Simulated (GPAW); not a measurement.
Consider Sr2MgReO6 (I4/m).

```cif
data_structure
_symmetry_space_group_name_H-M 'P 1'
_symmetry_Int_Tables_number 1
_cell_length_a 5.6516
_cell_length_b 5.6516
_cell_length_c 5.6516
_cell_angle_alpha 120.362
_cell_angle_beta 120.362
_cell_angle_gamma 89.373
_cell_volume 126.94
loop_
_atom_site_label
_atom_site_type_symbol
_atom_site_fract_x
_atom_site_fract_y
_atom_site_fract_z
_atom_site_occupancy
Re1 Re 0.00000 0.00000 0.00000 1
Sr2 Sr 0.75000 0.25000 0.50000 1
Sr3 Sr 0.25000 0.75000 0.50000 1
Mg4 Mg 0.50000 0.50000 0.00000 1
O5 O 0.20904 0.72616 0.93520 1
O6 O 0.79096 0.27384 0.06480 1
O7 O 0.27384 0.20904 0.48289 1
O8 O 0.72616 0.79096 0.51711 1
O9 O 0.75756 0.75756 0.00000 1
O10 O 0.24244 0.24244 0.00000 1
```

Absorber: atom 4, with 6 O at 2.07 Å (octahedral, site symmetry 4/m). Method: GPAW, LDA, excited-electron core hole (neutral cell), 10-atom cell with 5.6 Å between holes, 8×8×8 k points, dipole transitions, Gaussian full width 0.9 eV up to 4 eV, rising linearly to 3.5 eV at 25 eV, without spin-orbit coupling.

**Question.** Predict the near-edge structure at the Mg K edge.

Main maxima up to 24 eV above the zero (height): 4.2 eV (1.23), 9.2 eV (4.24), 15.3 eV (0.77) and 22.6 eV (0.70). A K edge sees empty p states on the absorber. The total-energy difference is 1307.47 eV. One term is added: -12.89 eV, since the hole is spin-paired here and a spin-polarised one costs that much less in the free atom (computed apart). The photon energy is then 1294.58 eV. The tabulated edge of the element is 1303 eV. The functional leaves an error in such absolute values: in the free atom LDA prices this hole 6.5 eV below PBE (computed apart), and PBE is itself good to a few eV.

The Mg K spectrum (energy from the lowest empty level; intensity scaled to a mean of 1 over the first 20 eV; polarised curves are means over the symmetry-equivalent atoms):

```csv
E (eV),isotropic,ε ⊥ c,ε ∥ c
-2.0,0.00,0.00,0.00
-1.5,0.00,0.00,0.00
-1.0,0.00,0.00,0.00
-0.5,0.02,0.02,0.01
0.0,0.06,0.07,0.04
0.5,0.05,0.06,0.03
1.0,0.01,0.01,0.01
1.5,0.00,0.00,0.01
2.0,0.04,0.04,0.05
2.5,0.14,0.13,0.17
3.0,0.27,0.25,0.30
3.5,0.62,0.59,0.68
4.0,1.18,1.14,1.28
4.5,1.06,1.06,1.07
5.0,0.68,0.70,0.63
5.5,0.53,0.55,0.48
6.0,0.58,0.59,0.57
6.5,0.67,0.67,0.67
7.0,0.74,0.76,0.70
7.5,1.09,1.14,1.00
8.0,2.05,2.12,1.91
8.5,3.35,3.39,3.26
9.0,4.18,4.14,4.26
9.5,4.05,3.94,4.26
10.0,3.18,3.10,3.33
10.5,2.12,2.12,2.14
11.0,1.33,1.37,1.25
11.5,0.88,0.92,0.80
12.0,0.69,0.71,0.65
12.5,0.63,0.64,0.63
13.0,0.63,0.63,0.64
13.5,0.65,0.65,0.65
14.0,0.69,0.69,0.68
14.5,0.74,0.75,0.72
15.0,0.77,0.78,0.75
15.5,0.77,0.78,0.75
16.0,0.75,0.75,0.74
16.5,0.72,0.72,0.71
17.0,0.69,0.69,0.69
17.5,0.66,0.65,0.68
18.0,0.63,0.61,0.67
18.5,0.60,0.57,0.65
19.0,0.57,0.55,0.62
19.5,0.56,0.55,0.59
20.0,0.57,0.56,0.58
20.5,0.59,0.60,0.59
21.0,0.63,0.64,0.62
21.5,0.67,0.67,0.66
22.0,0.69,0.69,0.69
22.5,0.70,0.70,0.71
23.0,0.70,0.70,0.70
23.5,0.68,0.68,0.68
24.0,0.66,0.66,0.65
24.5,0.63,0.64,0.61
25.0,0.59,0.60,0.57
25.5,0.55,0.56,0.53
26.0,0.51,0.52,0.49
26.5,0.47,0.48,0.45
27.0,0.43,0.44,0.41
27.5,0.40,0.41,0.39
28.0,0.39,0.40,0.37
28.5,0.39,0.40,0.38
29.0,0.40,0.40,0.39
29.5,0.41,0.42,0.41
30.0,0.43,0.43,0.43
30.5,0.44,0.43,0.44
31.0,0.43,0.43,0.44
31.5,0.42,0.41,0.43
```

The primitive cell holds an odd number of electrons, so a spin-paired run has to come out metallic; that is right for a metal, but some such compounds are magnetic or distorted insulators. The holes are only 5.6 Å apart, so the shape is probably not converged with cell size; no larger cell was run here. The structure is a computed Materials Project entry and may be a hypothetical form.

[Banner, clock and machine lines of the logs are left out without a mark of their own.]

[Logs are printed without paths, hosts, clocks, repeated set-up lines and the standing remarks that a program may print on its own settings, such as how far it seeks lower states.]

[Hosts, paths, dates, database ids (printed as entryN), source tags and the programs' standing remarks are cut or masked in the printed files.]

[Lists of maxima count a maximum above −3 eV only where it reaches 4 % of the highest in the window and stands out from its surroundings by 2 % of it (1.5 % where it reaches 55 %); shoulders and weaker maxima are passed over, and of the rest the first, up to two pre-edge ones and the few strongest are named.]
